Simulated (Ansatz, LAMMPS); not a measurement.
**N in place of O at several sites of glassy 62P2O5-14Al2O3-24BaO (mol %) (160 atoms)**

At which site of glassy 62P2O5-14Al2O3-24BaO (mol %) (160 atoms) does N in place of O cost least, and what about the site decides it?

Method: Kohn-Sham DFT, PBE, PAW (set soft_2), plane waves, in Ansatz 0.2.0.

## (1) Set-up

The cell holds 160 atoms: 36 P, 8 Al, 7 Ba and 109 O. Its edges and angles: a = 13.082 Å, b = 13.082 Å, c = 13.082 Å, α = 90.0°, β = 90.0°, γ = 90.0°. 160 atoms (36 P, 8 Al, 7 Ba, 109 O) placed at random at 2.92 g/cm³, melted at 4000 K for 10 ps at fixed volume with the Morse and Coulomb pair potential with partial charges (Pedone, Malavasi, Menziani, Cormack and Segre, J. Phys. Chem. B 110, 11780 (2006)). Quenched from 4000 K to 300 K at 1000 K/ps and fixed volume, held 10 ps at zero pressure.

What the set-up can't give: The quench rate of 1000 K/ps is orders of magnitude faster than experiment, which tends to freeze in extra defects. The network of bonds at the start is that of the classical potential that made the cell, and needn't be the one that DFT or experiment would give. The Brillouin zone is sampled at Γ only, in a cell whose shortest periodic width is 13 Å. The levels lack spin–orbit coupling, which is large for the heavy elements here.

## (2) Single point at the start

A single point comes first, to see the forces before anything moves.

input.yaml

```yaml
crystal:
  lattice:
    - [13.0819, 0.0, 0.0]
    - [0.0, 13.0819, 0.0]
    - [0.0, 0.0, 13.0819]
  atoms:
    - { symbol: P, position: [0.83733, 0.6533, 0.00018] }
    - { symbol: P, position: [0.33246, 0.20327, 0.12086] }
    - { symbol: P, position: [0.78668, 0.75541, 0.51725] }
    - { symbol: P, position: [0.61605, 0.61487, 0.79017] }
    - { symbol: P, position: [0.62082, 0.39208, 0.13711] }
    - { symbol: P, position: [0.74125, 0.09071, 0.14036] }
    - { symbol: P, position: [0.4864, 0.31793, 0.84756] }
    - { symbol: P, position: [0.64559, 0.90799, 0.2422] }
    - { symbol: P, position: [0.36711, 0.94528, 0.84651] }
    - { symbol: P, position: [0.01821, 0.09375, 0.75368] }
    - { symbol: P, position: [0.33054, 0.94572, 0.59914] }
    - { symbol: P, position: [0.59037, 0.00085, 0.90074] }
    - { symbol: P, position: [0.31067, 0.97816, 0.30567] }
    - { symbol: P, position: [0.42373, 0.57722, 0.28576] }
    - { symbol: P, position: [0.54494, 0.19128, 0.03852] }
    - { symbol: P, position: [0.06795, 0.68174, 0.99268] }
    - { symbol: P, position: [0.03967, 0.97738, 0.55277] }
    - { symbol: P, position: [0.84286, 0.65516, 0.72774] }
    - { symbol: P, position: [0.1328, 0.49778, 0.8691] }
    - { symbol: P, position: [0.17972, 0.76689, 0.54386] }
    - { symbol: P, position: [0.6617, 0.80762, 0.02524] }
    - { symbol: P, position: [0.05249, 0.29253, 0.9518] }
    - { symbol: P, position: [0.02876, 0.29172, 0.6422] }
    - { symbol: P, position: [0.96184, 0.84731, 0.19905] }
    - { symbol: P, position: [0.4781, 0.05321, 0.45425] }
    - { symbol: P, position: [0.0473, 0.38946, 0.17032] }
    - { symbol: P, position: [0.84517, 0.42079, 0.63539] }
    - { symbol: P, position: [0.12655, 0.10664, 0.37882] }
    - { symbol: P, position: [0.9065, 0.86129, 0.81342] }
    - { symbol: P, position: [0.24222, 0.67239, 0.15756] }
    - { symbol: P, position: [0.80422, 0.98476, 0.51367] }
    - { symbol: P, position: [0.31517, 0.56441, 0.48573] }
    [... 122 atom lines left out ...]
    - { symbol: O, position: [0.54343, 0.71127, 0.79946] }
    - { symbol: O, position: [0.96324, 0.63786, 0.71561] }
    - { symbol: O, position: [0.09417, 0.87115, 0.55636] }
    - { symbol: O, position: [0.94452, 0.26971, 0.92162] }
    - { symbol: O, position: [0.04361, 0.20925, 0.72585] }
    - { symbol: O, position: [0.39632, 0.58187, 0.39974] }
kpoints:
  mp_grid: { grid: [1, 1, 1] }
hamiltonian:
  xc: pbe
scf:
  occupations: { method: fixed }
output:
  forces: true
```

On the command line:

```sh
> ansatz run input.yaml --threads 8 --pin off --max-ram 15872MiB --backend cpu --events-out ev --progress --plain --runs-dir out
```

The program printed:

```text
[...]
Pseudopotentials: kind: paw
Pseudopotential: P, paw, valence charge 5, recommended cutoff 420 eV (normal), P.paw.azcp
Pseudopotential: Al, paw, valence charge 3, recommended cutoff 420 eV (normal), Al.paw.azcp
Pseudopotential: Ba, paw, valence charge 10, recommended cutoff 420 eV (normal), Ba.paw.azcp
Pseudopotential: O, paw, valence charge 6, recommended cutoff 420 eV (normal), O.paw.azcp
[... 5 lines on functional and potentials left out ...]
Crystal: 160 atoms, lattice volume = 2238.785 Å³
Basis set: ecut = 420 eV, 43723 PW (Γ), exchange–correlation on 180×180×180 points (8 copies of the dense FFT grid, shifted against one another)
Bands: 624, of which v1, the nominal top of the filled ones, is band 464 counted from 1 (463 counted from 0)
Symmetry: 1 space group operations
Space group: P1 (ITA 1), of the structure as read, at distance tolerance 1.3e-4 Å
k-points: 1
[... 9 lines on functional and potentials left out ...]
Initial density: superposition of atomic densities (neutral atoms: chi_scale 0, normalization atom), corrected by the library's trained network
Initial wavefunctions: pseudopotential atomic-orbital guess
[...]
SCF iter   1: F=—  HF=-135070.445289 eV  |F-HF|=—  |Δ(HF+E_count)|=         —  Δρ=4.53e-3  dr2=7.90e-1  ethr=1.77e-3  ⟨swp⟩=7.0  Hψ=2276  notcnv=0  defer=158
preconditioner: auto → Resta (q_TF=auto, 2.356 Å⁻¹)  ε∞=3.1  [insulator: Δε(μ)=1.874 eV  Ē_g=16.211 eV  n_scr=484 (ndim 8)  ℏωp=23.7 eV  f_vac=0.161  ε∞_Penn≈3.1]
SCF iter   2: F=—  HF=-135070.303699 eV  |F-HF|=—  |Δ(HF+E_count)|=   1.42e-1  Δρ=2.43e-3  dr2=1.77e-1  ethr=8.51e-5  ⟨swp⟩=4.0  Hψ=1046  notcnv=0  defer=158
SCF iter   3: F=—  HF=-135070.273761 eV  |F-HF|=—  |Δ(HF+E_count)|=   2.99e-2  Δρ=1.13e-3  dr2=4.95e-2  ethr=1.91e-5  ⟨swp⟩=4.0  Hψ=877  notcnv=0  defer=145
automatic band count: iteration 3 solves 611 bands in place of 624: the levels show a gap, and the empty bands left out lie too high to hold charge; the band table lists the bands solved (type scf.n_extra_bands for more)
SCF iter   4: F=—  HF=-135070.261879 eV  |F-HF|=—  |Δ(HF+E_count)|=   1.19e-2  Δρ=4.36e-4  dr2=5.18e-3  ethr=5.34e-6  ⟨swp⟩=3.0  Hψ=893  notcnv=0  defer=145
SCF iter   5: F=—  HF=-135070.261298 eV  |F-HF|=—  |Δ(HF+E_count)|=   5.81e-4  Δρ=2.43e-4  dr2=1.25e-3  ethr=5.58e-7  ⟨swp⟩=3.0  Hψ=1061  notcnv=0  defer=145
[...]
SCF iter  10: F=—  HF=-135070.261734 eV  |F-HF|=—  |Δ(HF+E_count)|=   3.39e-7  Δρ=2.90e-6  dr2=1.53e-7  ethr=1.08e-11  ⟨swp⟩=6.0  Hψ=2143  notcnv=0
SCF iter  11: F=-135070.261734 eV  HF=-135070.261734 eV  |F-HF|=7.28e-9  |Δ(HF+E_count)|=   6.37e-9  Δρ=6.77e-7  dr2=9.71e-9  ethr=1.08e-11  ⟨swp⟩=5.0  Hψ=1803  notcnv=0
SCF 1 converged in 11 iterations: F = -135070.261734 eV  dr2 = 9.71e-9
[...]
SCF converged after 11 iterations
Free energy (F): -135070.261734 eV
Harris-Foulkes:  -135070.261734 eV  (|F-HF|=7.28e-9)
Internal energy: -135070.261734 eV  (E = F + TS)
E sigma→0 (E₀):  -135070.261734 eV
Fermi energy:    5.106242 eV
--- Per-component energies (eV) ---
[...]
Σ components = -135070.261734   (vs F -135070.261734, Δ=0.00e0)
--- Forces (eV/Å), atoms counted from 1 ---
  atom   1  P     -2.16776572    -4.52961675    -0.66937919
  atom   2  P     -3.55639213     1.17000800     1.02884855
  atom   3  P      1.49585293    -3.98953927    -4.24003725
  atom   4  P     -0.83851541    -1.89446279     3.09649864
[...]
atom 160  O      1.12632122     1.82905053     2.87809863
  max |Σ_I F_I| component: 1.19e-4 eV/Å
```

Wall time 21 s (8 threads of Arm Neoverse V2, shared host); peak memory 3.3 GiB; 2.7 min of CPU time.

The r.m.s. force at the start is 1.5 eV/Å.

## (3) Relaxation

With the cell held, the atoms are moved downhill towards a nearby minimum.

input.yaml

```yaml
crystal:
  lattice:
    - [13.0819, 0.0, 0.0]
    - [0.0, 13.0819, 0.0]
    - [0.0, 0.0, 13.0819]
  atoms:
    [... the 160 atom lines of step 2 ...]
kpoints:
  mp_grid: { grid: [1, 1, 1] }
hamiltonian:
  xc: pbe
scf:
  occupations: { method: fixed }
output:
  forces: true
relax:
  f_tol: 0.05
  max_steps: 120
```

The program printed:

```text
[...]
Crystal: 160 atoms, lattice volume = 2238.785 Å³
Basis set: ecut = 420 eV, 43723 PW (Γ), exchange–correlation on 180×180×180 points (8 copies of the dense FFT grid, shifted against one another)
Bands: 624, of which v1, the nominal top of the filled ones, is band 464 counted from 1 (463 counted from 0)
Symmetry: 1 space group operations
[...]
k-points: 1
[...]
SCF iter   1: F=—  HF=-135070.445283 eV  |F-HF|=—  |Δ(HF+E_count)|=         —  Δρ=4.53e-3  dr2=7.90e-1  ethr=1.77e-3  ⟨swp⟩=7.0  Hψ=2276  notcnv=0  defer=158
[...]
SCF iter   7: F=-135070.261722 eV  HF=-135070.261730 eV  |F-HF|=8.22e-6  |Δ(HF+E_count)|=   3.87e-5  Δρ=3.57e-5  dr2=2.65e-5  ethr=6.73e-9  ⟨swp⟩=3.0  Hψ=2579  notcnv=0
SCF 1 converged in 7 iterations: F = -135070.261722 eV  dr2 = 2.65e-5
[...]
relax step   1: F+E_penalty+E_count = -135070.26172199 eV  Δ(F+E_penalty+E_count) = +0.000e0 eV  max|allowed force component| = 6.607e0 eV/Å  Δτ_max = 0.0000 Å  (7 SCF iters, dr2 threshold 6.25e-5 eV, accepted)
[... from here on, the SCF cycles and remarks between the steps are left out ...]
relax step   2: F+E_penalty+E_count = -135077.42543244 eV  Δ(F+E_penalty+E_count) = -7.164e0 eV  max|allowed force component| = 4.691e0 eV/Å  Δτ_max = 0.1953 Å  (7 SCF iters, dr2 threshold 1.00e-4 eV, accepted)
relax step   3: F+E_penalty+E_count = -135084.30546972 eV  Δ(F+E_penalty+E_count) = -6.880e0 eV  max|allowed force component| = 1.614e0 eV/Å  Δτ_max = 0.1946 Å  (7 SCF iters, dr2 threshold 1.00e-4 eV, accepted)
relax step   4: F+E_penalty+E_count = -135086.05169977 eV  Δ(F+E_penalty+E_count) = -1.746e0 eV  max|allowed force component| = 1.539e0 eV/Å  Δτ_max = 0.1949 Å  (7 SCF iters, dr2 threshold 1.00e-4 eV, accepted)
relax step   5: F+E_penalty+E_count = -135087.48391747 eV  Δ(F+E_penalty+E_count) = -1.432e0 eV  max|allowed force component| = 8.741e-1 eV/Å  Δτ_max = 0.1950 Å  (7 SCF iters, dr2 threshold 1.00e-4 eV, accepted)
relax step   6: F+E_penalty+E_count = -135088.23073081 eV  Δ(F+E_penalty+E_count) = -7.468e-1 eV  max|allowed force component| = 7.674e-1 eV/Å  Δτ_max = 0.2000 Å  (6 SCF iters, dr2 threshold 1.00e-4 eV, accepted)
relax step   7: F+E_penalty+E_count = -135088.96133469 eV  Δ(F+E_penalty+E_count) = -7.306e-1 eV  max|allowed force component| = 5.239e-1 eV/Å  Δτ_max = 0.1999 Å  (6 SCF iters, dr2 threshold 1.00e-4 eV, accepted)
relax step   8: F+E_penalty+E_count = -135089.65050677 eV  Δ(F+E_penalty+E_count) = -6.892e-1 eV  max|allowed force component| = 5.935e-1 eV/Å  Δτ_max = 0.2000 Å  (7 SCF iters, dr2 threshold 1.00e-4 eV, accepted)
relax step   9: F+E_penalty+E_count = -135090.17771457 eV  Δ(F+E_penalty+E_count) = -5.272e-1 eV  max|allowed force component| = 5.930e-1 eV/Å  Δτ_max = 0.1954 Å  (7 SCF iters, dr2 threshold 1.00e-4 eV, accepted)
relax step  10: F+E_penalty+E_count = -135090.51085837 eV  Δ(F+E_penalty+E_count) = -3.331e-1 eV  max|allowed force component| = 4.411e-1 eV/Å  Δτ_max = 0.2000 Å  (7 SCF iters, dr2 threshold 1.00e-4 eV, accepted)
relax step  11: F+E_penalty+E_count = -135090.73719700 eV  Δ(F+E_penalty+E_count) = -2.263e-1 eV  max|allowed force component| = 5.483e-1 eV/Å  Δτ_max = 0.1947 Å  (6 SCF iters, dr2 threshold 1.00e-4 eV, accepted)
relax step  12: F+E_penalty+E_count = -135090.82912652 eV  Δ(F+E_penalty+E_count) = -9.193e-2 eV  max|allowed force component| = 5.483e-1 eV/Å  Δτ_max = 0.1950 Å  (6 SCF iters, dr2 threshold 1.00e-4 eV, accepted)
relax step  13: F+E_penalty+E_count = -135091.07290832 eV  Δ(F+E_penalty+E_count) = -2.438e-1 eV  max|allowed force component| = 3.654e-1 eV/Å  Δτ_max = 0.2000 Å  (7 SCF iters, dr2 threshold 1.00e-4 eV, accepted)
relax step  14: F+E_penalty+E_count = -135091.14020966 eV  Δ(F+E_penalty+E_count) = -6.730e-2 eV  max|allowed force component| = 3.584e-1 eV/Å  Δτ_max = 0.0982 Å  (7 SCF iters, dr2 threshold 5.93e-5 eV, accepted)
relax step  15: F+E_penalty+E_count = -135091.18920396 eV  Δ(F+E_penalty+E_count) = -4.899e-2 eV  max|allowed force component| = 4.152e-1 eV/Å  Δτ_max = 0.2000 Å  (7 SCF iters, dr2 threshold 5.70e-5 eV, accepted)
relax step  16: F+E_penalty+E_count = -135091.31282550 eV  Δ(F+E_penalty+E_count) = -1.236e-1 eV  max|allowed force component| = 2.073e-1 eV/Å  Δτ_max = 0.2000 Å  (7 SCF iters, dr2 threshold 1.00e-4 eV, accepted)
relax step  17: F+E_penalty+E_count = -135091.36530943 eV  Δ(F+E_penalty+E_count) = -5.248e-2 eV  max|allowed force component| = 2.012e-1 eV/Å  Δτ_max = 0.0624 Å  (7 SCF iters, dr2 threshold 1.07e-5 eV, accepted)
relax step  18: F+E_penalty+E_count = -135091.40256058 eV  Δ(F+E_penalty+E_count) = -3.725e-2 eV  max|allowed force component| = 1.914e-1 eV/Å  Δτ_max = 0.0696 Å  (6 SCF iters, dr2 threshold 1.01e-5 eV, accepted)
relax step  19: F+E_penalty+E_count = -135091.45903753 eV  Δ(F+E_penalty+E_count) = -5.648e-2 eV  max|allowed force component| = 3.870e-1 eV/Å  Δτ_max = 0.1960 Å  (7 SCF iters, dr2 threshold 3.31e-5 eV, accepted)
relax step  20: F+E_penalty+E_count = -135091.50540433 eV  Δ(F+E_penalty+E_count) = -4.637e-2 eV  max|allowed force component| = 6.907e-1 eV/Å  Δτ_max = 0.1950 Å  (6 SCF iters, dr2 threshold 1.00e-4 eV, accepted)
relax step  21: F+E_penalty+E_count = -135091.55804714 eV  Δ(F+E_penalty+E_count) = -5.264e-2 eV  max|allowed force component| = 6.233e-1 eV/Å  Δτ_max = 0.0840 Å  (6 SCF iters, dr2 threshold 1.00e-4 eV, accepted)
relax step  22: F+E_penalty+E_count = -135091.63782353 eV  Δ(F+E_penalty+E_count) = -7.978e-2 eV  max|allowed force component| = 4.044e-1 eV/Å  Δτ_max = 0.1954 Å  (7 SCF iters, dr2 threshold 1.00e-4 eV, accepted)
relax step  23: F+E_penalty+E_count = -135091.68056047 eV  Δ(F+E_penalty+E_count) = -4.274e-2 eV  max|allowed force component| = 3.425e-1 eV/Å  Δτ_max = 0.1954 Å  (6 SCF iters, dr2 threshold 6.88e-5 eV, accepted)
relax step  24: F+E_penalty+E_count = -135091.74051413 eV  Δ(F+E_penalty+E_count) = -5.995e-2 eV  max|allowed force component| = 3.448e-1 eV/Å  Δτ_max = 0.1951 Å  (6 SCF iters, dr2 threshold 4.94e-5 eV, accepted)
[...]
relax step  27: F+E_penalty+E_count = -135091.80348968 eV  Δ(F+E_penalty+E_count) = +7.380e-3 eV  max|allowed force component| = 3.785e-1 eV/Å  Δτ_max = 0.2000 Å  (8 SCF iters, dr2 threshold 1.19e-5 eV, rejected (line search))
relax step  28: F+E_penalty+E_count = -135091.85742853 eV  Δ(F+E_penalty+E_count) = -4.656e-2 eV  max|allowed force component| = 1.092e-1 eV/Å  Δτ_max = 0.0970 Å  (10 SCF iters, accepted)
[...]
relax step  35: F+E_penalty+E_count = -135092.39440667 eV  Δ(F+E_penalty+E_count) = -1.411e-1 eV  max|allowed force component| = 3.113e-1 eV/Å  Δτ_max = 0.2000 Å  (7 SCF iters, dr2 threshold 1.00e-4 eV, accepted)
relax step  36: F+E_penalty+E_count = -135092.44924727 eV  Δ(F+E_penalty+E_count) = -5.484e-2 eV  max|allowed force component| = 2.488e-1 eV/Å  Δτ_max = 0.0575 Å  (6 SCF iters, dr2 threshold 2.20e-5 eV, accepted)
relax step  37: F+E_penalty+E_count = -135092.48151298 eV  Δ(F+E_penalty+E_count) = -3.227e-2 eV  max|allowed force component| = 2.303e-1 eV/Å  Δτ_max = 0.1052 Å  (7 SCF iters, dr2 threshold 1.40e-5 eV, accepted)
relax step  38: F+E_penalty+E_count = -135092.51344919 eV  Δ(F+E_penalty+E_count) = -3.194e-2 eV  max|allowed force component| = 2.136e-1 eV/Å  Δτ_max = 0.0700 Å  (6 SCF iters, dr2 threshold 3.39e-5 eV, accepted)
relax step  39: F+E_penalty+E_count = -135092.47014074 eV  Δ(F+E_penalty+E_count) = +4.331e-2 eV  max|allowed force component| = 3.195e-1 eV/Å  Δτ_max = 0.2000 Å  (7 SCF iters, dr2 threshold 3.91e-5 eV, rejected (line search))
relax step  40: F+E_penalty+E_count = -135092.54960231 eV  Δ(F+E_penalty+E_count) = -3.615e-2 eV  max|allowed force component| = 1.120e-1 eV/Å  Δτ_max = 0.0955 Å  (10 SCF iters, accepted)
relax step  41: F+E_penalty+E_count = -135092.55596495 eV  Δ(F+E_penalty+E_count) = -6.363e-3 eV  max|allowed force component| = 1.023e-1 eV/Å  Δτ_max = 0.0666 Å  (7 SCF iters, dr2 threshold 3.44e-6 eV, accepted)
relax step  42: F+E_penalty+E_count = -135092.56185653 eV  Δ(F+E_penalty+E_count) = -5.892e-3 eV  max|allowed force component| = 9.969e-2 eV/Å  Δτ_max = 0.0307 Å  (6 SCF iters, dr2 threshold 2.87e-6 eV, accepted)
relax step  43: F+E_penalty+E_count = -135092.56772476 eV  Δ(F+E_penalty+E_count) = -5.868e-3 eV  max|allowed force component| = 8.023e-2 eV/Å  Δτ_max = 0.0189 Å  (6 SCF iters, dr2 threshold 8.29e-6 eV, accepted)
relax step  44: F+E_penalty+E_count = -135092.57272462 eV  Δ(F+E_penalty+E_count) = -5.000e-3 eV  max|allowed force component| = 6.281e-2 eV/Å  Δτ_max = 0.0324 Å  (6 SCF iters, dr2 threshold 4.17e-6 eV, accepted)
relax step  45: F+E_penalty+E_count = -135092.57542539 eV  Δ(F+E_penalty+E_count) = -2.701e-3 eV  max|allowed force component| = 4.137e-2 eV/Å  Δτ_max = 0.0366 Å  (8 SCF iters, accepted)
SCF converged after 8 iterations
Free energy (F): -135092.575425 eV
[...]
Internal energy: -135092.575425 eV  (E = F + TS)
E sigma→0 (E₀):  -135092.575425 eV
Fermi energy:    3.840037 eV
[...]
Σ components = -135092.575425   (vs F -135092.575425, Δ=0.00e0)
--- Forces (eV/Å), atoms counted from 1 ---
  atom   1  P      0.01378256    -0.02914176     0.01209024
  atom   2  P      0.01432403     0.02059690    -0.00427272
  atom   3  P      0.02542731     0.00745202     0.00811507
  atom   4  P      0.02856470     0.04136964    -0.00980864
[...]
atom 160  O     -0.00214191     0.01795083    -0.01651361
  max |Σ_I F_I| component: 5.77e-5 eV/Å
--- Relaxed structure (45 steps of the walk, 43 accepted, 0 SCFs on fresh bases) ---
  F+E_penalty+E_count = -135092.57542539 eV   max|allowed force component| = 4.137e-2 eV/Å
  atoms:
    - { symbol: P, position: [0.850846, 0.636724, 0.028186] }
    - { symbol: P, position: [0.333970, 0.225199, 0.097070] }
    - { symbol: P, position: [0.756823, 0.759583, 0.528584] }
    - { symbol: P, position: [0.597796, 0.631015, 0.778963] }
[...]
- { symbol: O, position: [0.425855, 0.574367, 0.392037] }
```

It took 11 min on 8 threads; peak memory 3.3 GiB.

The relaxation converged after 45 steps, 22.3 eV below its start, with a largest force component of 0.041 eV/Å.

[end of part 1 of 2]

[Long decimals in the printed logs are rounded to 6 places.]

[Logs are printed without paths, hosts, clocks, repeated set-up lines and the standing remarks that a program may print on its own settings, such as how far it seeks lower states.]

[Hosts, paths, dates, database ids (printed as entryN), source tags and the programs' standing remarks are cut or masked in the printed files.]
